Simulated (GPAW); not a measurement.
**GaN (P6_3mc): refractive index against wavelength**

The refractive index of GaN (P6_3mc) along x below the direct gap (2.02 eV on the mesh) is read from one computed spectrum, n = √(Re ε). x, y and z are the Cartesian axes of the input cell.

It takes space group P6_3mc (No. 186, hexagonal). Conventional cell: a = 3.180 Å, b = 3.180 Å, c = 5.166 Å, α = 90.00°, β = 90.00°, γ = 120.00°. Ga on site b is surrounded by 4 N at 1.94 to 1.95 Å. Around N on site b lie 4 Ga at 1.94 to 1.95 Å.

Method: GPAW 26.7.0, PBE, RPA, k-mesh 12×12×7, local fields up to 70 eV, Lorentzian half width 0.12 eV.

Launch of the response step: `OMP_NUM_THREADS=1 python df.py`. The run took 2.3 min, its band step included, on 1 thread of Arm Neoverse V1, on a shared host.

```tsv
wavelength (nm)	photon energy E (eV)	n
3000	0.413	2.3391
2000	0.620	2.3457
1550	0.800	2.3540
1310	0.946	2.3627
1064	1.165	?
```

In the single-oscillator model n² − 1 = E₀E_d/(E₀² − E²), so 1/(n² − 1) = E₀/E_d − E²/(E₀E_d) is linear in E².

Working, on the rows shown:

| x = E² (eV²) | y = 1/(n² − 1) |
| --- | --- |
| 0.170801 | 0.223644 |
| 0.384302 | 0.222108 |
| 0.639837 | 0.2202 |
| 0.895757 | 0.218229 |

Means: x̄ = 0.52267, ȳ = 0.22105. Σ(x − x̄)(y − ȳ) = -0.002211, Σ(x − x̄)² = 0.2959. Slope = -0.002211 / 0.2959 = -0.007474; intercept = ȳ − slope · x̄ = 0.22495. Turned back into n, the line misses the rows shown by at most 0.00013.

Problem. Fill in the last column of the withheld row.

Solution. At x = 1.3578 the line gives y = 0.2148, that is 2.3781. The run gave 2.3797, so the extrapolation is off by 0.0016, 4 % of the range in the table.

Refitted with all rows, the slope is -0.007746 and the intercept 0.22507. These give E₀ = √(intercept/−slope) = 5.39 eV and E_d = E₀/intercept = 23.9 eV; E₀ is 2.7 times the direct gap. The electronic limit at long wavelengths, without lattice vibrations, is n = √(1 + 1/intercept) = 2.333. The cell comes from an older database entry, whose edges can be off by a per cent or so. Excitons are left out; PBE gaps are as a rule too small. The values come from a sum over the points of one k-mesh and carry its error, which grows as the direct gap shrinks. Spin-orbit coupling is left out.

[Logs are printed without paths, hosts, clocks, repeated set-up lines and the standing remarks that a program may print on its own settings, such as how far it seeks lower states.]
